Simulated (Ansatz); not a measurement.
# Dielectric function and optical constants of CaCu2S2

Wanted: where CaCu2S2 starts to absorb, how strongly, and its refractive index.

Program: Ansatz 0.2.0. Level of theory: DFT, PBE, plane-wave PAW, default files, scalar-relativistic, independent-particle optical response without local fields. Results are calculated unless marked as measured.

**1. The structure**

The structure is trigonal, space group P-3m1 (No. 164). Conventional cell: a = 3.940 Å, b = 3.940 Å, c = 6.523 Å, α = 90.00°, β = 90.00°, γ = 120.00°. Cu has 4 S at 2.41 Å nearest. Nearest to Ca lie 6 S at 2.81 Å. Nearest to S lie 4 Cu at 2.41 Å and 3 Ca at 2.81 Å. Farther neighbours and most contacts between anions are not listed.

Coordinates:

```cif
data_structure
_symmetry_space_group_name_H-M 'P-3m1'
_symmetry_Int_Tables_number 164
_cell_length_a 3.9400
_cell_length_b 3.9400
_cell_length_c 6.5230
_cell_angle_alpha 90.000
_cell_angle_beta 90.000
_cell_angle_gamma 120.000
_cell_volume 87.69
loop_
_atom_site_label
_atom_site_type_symbol
_atom_site_symmetry_multiplicity
_atom_site_Wyckoff_symbol
_atom_site_fract_x
_atom_site_fract_y
_atom_site_fract_z
_atom_site_occupancy
Cu1 Cu 2 d 0.66667 0.33333 0.62351 1
Ca1 Ca 1 a 0.00000 0.00000 0.00000 1
S1 S 2 d 0.66667 0.33333 0.25370 1
```

**2. Ground state and bands**

First the ground state: is it a metal or has it a gap?

This step: DFT, PBE, plane-wave PAW, default files, scalar-relativistic, ground state (Ansatz 0.2.0).

input.yaml

```yaml
crystal:
  lattice:
    - [3.9399999606, 0.0, 0.0]
    - [-1.9699999803, 3.4121400568, 0.0]
    - [0.0, 0.0, 6.523]
  atoms:
    - { symbol: Cu, position: [0.6666666667, 0.3333333333, 0.62351] }
    - { symbol: Cu, position: [0.3333333333, 0.6666666667, 0.37649] }
    - { symbol: Ca, position: [0.0, 0.0, 0.0] }
    - { symbol: S, position: [0.6666666667, 0.3333333333, 0.2537] }
    - { symbol: S, position: [0.3333333333, 0.6666666667, 0.7463] }
kpoints:
  mp_grid: { grid: [7, 7, 4] }
  band_path:
    path:
      - [[0.0, 0.0, 0.0], [0.5, 0.0, 0.0], [0.33333333, 0.33333333, 0.0], [0.0, 0.0, 0.0], [0.0, 0.0, 0.5], [0.5, 0.0, 0.5], [0.33333333, 0.33333333, 0.5], [0.0, 0.0, 0.5]]
      - [[0.5, 0.0, 0.5], [0.5, 0.0, 0.0]]
      - [[0.33333333, 0.33333333, 0.0], [0.33333333, 0.33333333, 0.5]]
    npoints: 6
scf:
  occupations: { method: fermi_dirac, width: 0.05 }
  n_extra_bands: 9
hamiltonian:
  xc: pbe
  pseudopotentials: { kind: paw }
output:
  forces: true
  stress: true
  populations: true
  write_bands: true
  write_density: true
  write_potential: true
  elf: true
  volumetric_format: npy
```

The run is started by

```
> ansatz run input.yaml --threads 4 --pin off --max-ram 8192MiB --backend cpu --events-out ev --progress --plain --runs-dir out
```

Numbers of over 12 decimals in the logs are rounded to 6 here.

The log of the run:

```text
scf.n_extra_bands = 9 over 30 filled bands (N_el = 60.0): the run solves 39 bands
Engine: ansatz 0.2.0, x86_64-unknown-linux-gnu
Pseudopotentials: kind: paw
Pseudopotential: Cu, paw, valence charge 19, recommended cutoff 420 eV (normal), Cu.paw.azcp
Pseudopotential: Ca, paw, valence charge 10, recommended cutoff 420 eV (normal), Ca.paw.azcp
Pseudopotential: S, paw, valence charge 6, recommended cutoff 420 eV (normal), S.paw.azcp
Functional definition: PBE
  parameter kappa = 0.804
  parameter beta = 0.066725
  exchange = pbe_x(kappa = kappa, mu = beta*pi^2/3)
  correlation = pbe_c(beta = beta)
Crystal: 5 atoms, lattice volume = 87.694 Å³
Basis set: ecut = 420 eV, 1761 PW (Γ), exchange–correlation on 54×54×90 points (8 copies of the dense FFT grid, shifted against one another)
Bands: 39, of which v1, the nominal top of the filled ones, is band 30 counted from 1 (29 counted from 0)
Symmetry: 12 space group operations
Space group: P-3m1 (ITA 164), of the structure as read, at distance tolerance 4.4e-5 Å
k-points: 28 of 196
Non-local potential: Cu, projectors of the file, l = 0: 3, l = 1: 2, l = 2: 3, l = 3: 1
Non-local potential: Ca, projectors of the file, l = 0: 3, l = 1: 2, l = 2: 2
Non-local potential: S, projectors of the file, l = 0: 2, l = 1: 2, l = 2: 2
PAW form: soft (Blöchl's): semilocal exchange-correlation on the pseudo side does not see the compensation charge
PAW one-centre angular grid: Cu, 590 points (default); XC on 64 Gauss nodes
PAW one-centre angular grid: Ca, 110 points (default); XC on 64 Gauss nodes
PAW one-centre angular grid: S, 110 points (default); XC on 64 Gauss nodes
Initial density: superposition of atomic densities (neutral atoms: chi_scale 0, normalization atom), corrected by the library's trained network
Initial wavefunctions: pseudopotential atomic-orbital guess
Functional: x = pbe(κ = 0.804, μ = 0.219515), c = pbe(β = 0.066725)
SCF iter   1: F=—  HF=-16876.012309 eV  |F-HF|=—  |Δ(HF+E_count)|=         —  Δρ=1.44e-3  dr2=1.91e-3  ethr=1.77e-3  ⟨swp⟩=8.6  Hψ=5184  notcnv=0  defer=10
preconditioner: auto → Resta (q_TF=auto, 2.561 Å⁻¹)  ε∞=6.6  [insulator: Δε(μ)=1.075 eV  Ē_g=10.888 eV  σ=0.050 eV  W_gap=1.00  n_scr=22 (ndim 8)  ℏωp=25.7 eV  f_vac=0.020  D(μ)=0.00/eV (n_scr^D=0)  ε∞_Penn≈6.6]
SCF iter   2: F=—  HF=-16876.013140 eV  |F-HF|=—  |Δ(HF+E_count)|=   8.31e-4  Δρ=1.87e-3  dr2=2.63e-3  ethr=3.19e-6  ⟨swp⟩=2.0  Hψ=1932  notcnv=0  defer=23
SCF iter   3: F=—  HF=-16876.012745 eV  |F-HF|=—  |Δ(HF+E_count)|=   3.95e-4  Δρ=4.86e-4  dr2=3.19e-4  ethr=3.19e-6  ⟨swp⟩=2.0  Hψ=1331  notcnv=0  defer=23
SCF iter   4: F=—  HF=-16876.012784 eV  |F-HF|=—  |Δ(HF+E_count)|=   3.91e-5  Δρ=3.87e-4  dr2=1.27e-4  ethr=5.32e-7  ⟨swp⟩=2.0  Hψ=1476  notcnv=0  defer=23
SCF iter   5: F=—  HF=-16876.012792 eV  |F-HF|=—  |Δ(HF+E_count)|=   8.13e-6  Δρ=5.75e-5  dr2=2.53e-6  ethr=2.12e-7  ⟨swp⟩=2.0  Hψ=1351  notcnv=0  defer=23
SCF iter   6: F=—  HF=-16876.012665 eV  |F-HF|=—  |Δ(HF+E_count)|=   1.28e-4  Δρ=2.52e-5  dr2=5.51e-7  ethr=4.22e-9  ⟨swp⟩=2.0  Hψ=1590  notcnv=0  defer=23
SCF iter   7: F=-16876.012665 eV  HF=-16876.012665 eV  |F-HF|=4.81e-9  |Δ(HF+E_count)|=   3.29e-8  Δρ=3.65e-6  dr2=1.82e-8  ethr=1.67e-10  ⟨swp⟩=10.4  Hψ=7431  notcnv=0
SCF 1 converged in 7 iterations: F = -16876.012665 eV  dr2 = 1.82e-8
  greatest PAW one-centre occupation: 1.000 electrons in one spin orbital (limit 2), on the Cu atom at site 1 (counted from 0), in its partial waves of l = 0
NSCF: frozen V_eff on 57 k-points
SCF converged after 7 iterations
Free energy (F): -16876.012665 eV
Harris-Foulkes:  -16876.012665 eV  (|F-HF|=4.81e-9)
Internal energy: -16876.012664 eV  (E = F + TS)
E sigma→0 (E₀):  -16876.012664 eV
Entropy (-TS):   -0.000000 eV (-0.000 meV/atom)
Fermi energy:    10.552110 eV
--- Per-component energies (eV) ---
  E_band       = -1027.869703
  E_kinetic    = 1095.662921
  E_local      = -12430.662812  (includes V_loc(G=0)·N_el)
  E_nonlocal   = 919.877947
  E_hartree    = 5487.279579
  E_xc         = -510.180688
  E_vxc        = -576.809197  (∫ρ·V_xc dr)
  E_paw        = -5402.330549  (= ΣΔE_a)
  E_vpaw       = -1010.503791  (= ΣTr[D̂ρ^β])
  E_aug_tail   = 0.000607  (compensation charges beyond the density's cutoff)
  E_ewald      = -6035.659669
  E_smearing   = -0.000000  (= −TS)
  E_closure    = -0.000000  (closes the sum)
  Σ components = -16876.012665   (vs F -16876.012665, Δ=0.00e0)
--- Forces (eV/Å), atoms counted from 1 ---
  atom   1  Cu     0.00000000     0.00000000     0.00544655
  atom   2  Cu     0.00000000     0.00000000    -0.00544655
  atom   3  Ca     0.00000000     0.00000000     0.00000000
  atom   4  S      0.00000000     0.00000000     0.25957544
  atom   5  S      0.00000000     0.00000000    -0.25957544
  max |Σ_I F_I| component: 3.24e-17 eV/Å
--- Stress (GPa, compression-positive) ---
       -0.788794       0.000000       0.000000
       -0.000000      -0.788794       0.000000
        0.000000      -0.000000      -0.557693
  P = ⅓ Tr σ = -0.7118 GPa (-7.118 kbar)
--- Band table (eV; the first three rows and the last of 28) ---
  k-point 0: bands = [... 26 lower, 9.3519, 9.8486, 9.9871, 9.9871, 11.0641, 12.2349, 12.7738, 13.2567, ... 5 higher]
  k-point 1: bands = [... 26 lower, 9.3786, 9.4834, 9.8559, 9.8559, 11.7656, 12.1903, 13.0661, 13.3243, ... 5 higher]
  k-point 2: bands = [... 26 lower, 9.4250, 9.4250, 9.7103, 9.7103, 11.9735, 12.3341, 13.3244, 13.3244, ... 5 higher]
  k-point 27: bands = [... 26 lower, 8.2784, 8.7596, 9.0047, 9.2359, 12.8452, 13.1689, 14.1317, 14.5232, ... 5 higher]
--- Löwdin populations: 5 sites ---
  site symbol       q [e]
     0     Cu     18.4604
     1     Cu     18.4604
     2     Ca      8.4047
     3      S      6.9820
     4      S      6.9820
  spilling = 0.011842 (of n_electrons = 60.000000)
```

The job ended after 2.5 s (4 threads of Intel Xeon Platinum 8259CL at 2.50GHz (Skylake/Cascade Lake), shared host; peak memory 0.5 GiB; 8.7 s of CPU time).

Reading the cycles: dr2 is the Hartree energy of the density residual (eV), the measure of convergence; HF is the Harris–Foulkes estimate of the energy, which meets the free energy F at convergence.

This step gave:

- free energy: -16876.0127 eV
- Fermi energy: 10.55 eV
- gap by band count: 1.077 eV
- electrons: 60
- symmetry operations: 12
- pressure: -0.7118 GPa
- volume: 87.69 Å³
- gap on the path: 1.077 eV
- least direct gap on the path: 1.077 eV

There is a gap, 1.08 eV on the path, so no carriers' term is needed. The cell is left with a pressure of -0.7 GPa and forces up to 0.26 eV/Å, as it stands unrelaxed at this level.

The electronic bands at the labelled points (eV, zero at the Fermi level; v1 is the highest filled band, c1 the lowest empty one):

| point | v4 | v3 | v2 | v1 | c1 | c2 | c3 | c4 |
| --- | --- | --- | --- | --- | --- | --- | --- | --- |
| Γ | -1.20 | -0.70 | -0.56 | -0.56 | 0.51 | 1.68 | 2.22 | 2.71 |
| halfway | -1.75 | -1.54 | -1.12 | -1.00 | 1.72 | 1.92 | 3.52 | 3.56 |
| M | -2.19 | -2.15 | -1.98 | -1.18 | 1.46 | 2.71 | 3.42 | 4.49 |
| halfway | -2.15 | -2.04 | -1.95 | -1.16 | 2.14 | 2.73 | 3.37 | 3.97 |
| K | -2.35 | -1.96 | -1.96 | -1.17 | 2.95 | 3.00 | 3.00 | 3.59 |
| halfway | -1.87 | -1.69 | -1.41 | -0.91 | 1.90 | 2.44 | 2.82 | 3.73 |
| Γ | -1.20 | -0.70 | -0.56 | -0.56 | 0.51 | 1.68 | 2.22 | 2.71 |
| halfway | -1.17 | -1.07 | -0.70 | -0.70 | 1.21 | 1.64 | 2.51 | 2.77 |
| A | -1.13 | -1.13 | -0.84 | -0.84 | 1.42 | 1.78 | 2.77 | 2.77 |
| halfway | -1.73 | -1.53 | -1.24 | -1.05 | 1.75 | 2.37 | 2.96 | 3.21 |
| L | -2.18 | -2.15 | -1.33 | -1.04 | 1.41 | 2.39 | 2.44 | 3.69 |
| halfway | -2.23 | -1.95 | -1.40 | -1.24 | 1.85 | 2.78 | 3.18 | 3.36 |
| H | -2.32 | -1.68 | -1.68 | -1.34 | 2.55 | 2.55 | 3.60 | 4.05 |
| halfway | -1.95 | -1.56 | -1.30 | -1.17 | 2.07 | 2.60 | 2.77 | 2.98 |
| A | -1.13 | -1.13 | -0.84 | -0.84 | 1.42 | 1.78 | 2.77 | 2.77 |
| jump to L | -2.18 | -2.15 | -1.33 | -1.04 | 1.41 | 2.39 | 2.44 | 3.69 |
| halfway | -2.17 | -2.16 | -1.68 | -1.11 | 1.45 | 2.35 | 3.45 | 3.72 |
| M | -2.19 | -2.15 | -1.98 | -1.18 | 1.46 | 2.71 | 3.42 | 4.49 |
| jump to K | -2.35 | -1.96 | -1.96 | -1.17 | 2.95 | 3.00 | 3.00 | 3.59 |
| halfway | -2.33 | -1.83 | -1.83 | -1.26 | 2.76 | 2.76 | 3.25 | 3.83 |
| H | -2.32 | -1.68 | -1.68 | -1.34 | 2.55 | 2.55 | 3.60 | 4.05 |

ELF in the ac plane at fractional y = 0.333, with atoms of Cu and S within 0.2 Å of it. It is the smooth field of the valence electrons, not physical close to the nuclei.

Ten even steps from '_' (0.03) to '@' (0.86), each cell a mean:
```
____________________________
____________________________
::::::::::::................
==++**++++==::..........::--
**######**==::..........::--
**##%%##**==::....::......::
++**####++--....::----::..::
--++**++==::..::++%%##--....
::--==--::....::**@@%%--....
....::::......::==**++::....
................::::::......
............................
............::----====----::
..........::==##%%%%%%##++--
::........==##@@@@%%%%@@%%++
--......::++%%@@**==++%%@@##
==::....--##@@%%--__..##@@%%
++::....--##@@%%==..::##@@%%
==..__..--##@@@@%%####@@@@%%
::______..++%%@@@@@@@@@@%%**
__________::++%%@@@@@@%%**--
____________::++######**--__
____..________::--==--::____
```
Atoms in or near the plane, at fractional coordinates: Cu at (0.67, 0.62), S at (0.67, 0.25).

Valence density in the ac plane at fractional y = 0.333, with atoms of Cu and S within 0.2 Å of it. It is the smooth field of the valence electrons, not physical close to the nuclei.

Ten steps, logarithmic in the rise over the least value, from '_' (0 e/Å³) to '@' (52 e/Å³), each cell a mean:
```
____________________________
____________________________
____________________________
____________________________
____________________________
______________....::::..____
______________::==++++--..__
____________..==##@@%%++::__
____________..++%%@@@@**::__
____________..--**%%##==..__
______________..--====::..__
________________........____
________________......______
______________..........____
____________....::::::....__
____________..::::::::::....
__________....::..__..::::..
____________..::::....::....
____________..::::::::::....
______________....::::....__
________________........____
____________________________
____________________________
```
Atoms in or near the plane, at fractional coordinates: Cu at (0.67, 0.62), S at (0.67, 0.25).

(Part 1 of 2 ends here.)

[Logs are printed without paths, hosts, clocks, repeated set-up lines and the standing remarks that a program may print on its own settings, such as how far it seeks lower states.]

[Hosts, paths, dates, database ids (printed as entryN), source tags and the programs' standing remarks are cut or masked in the printed files.]
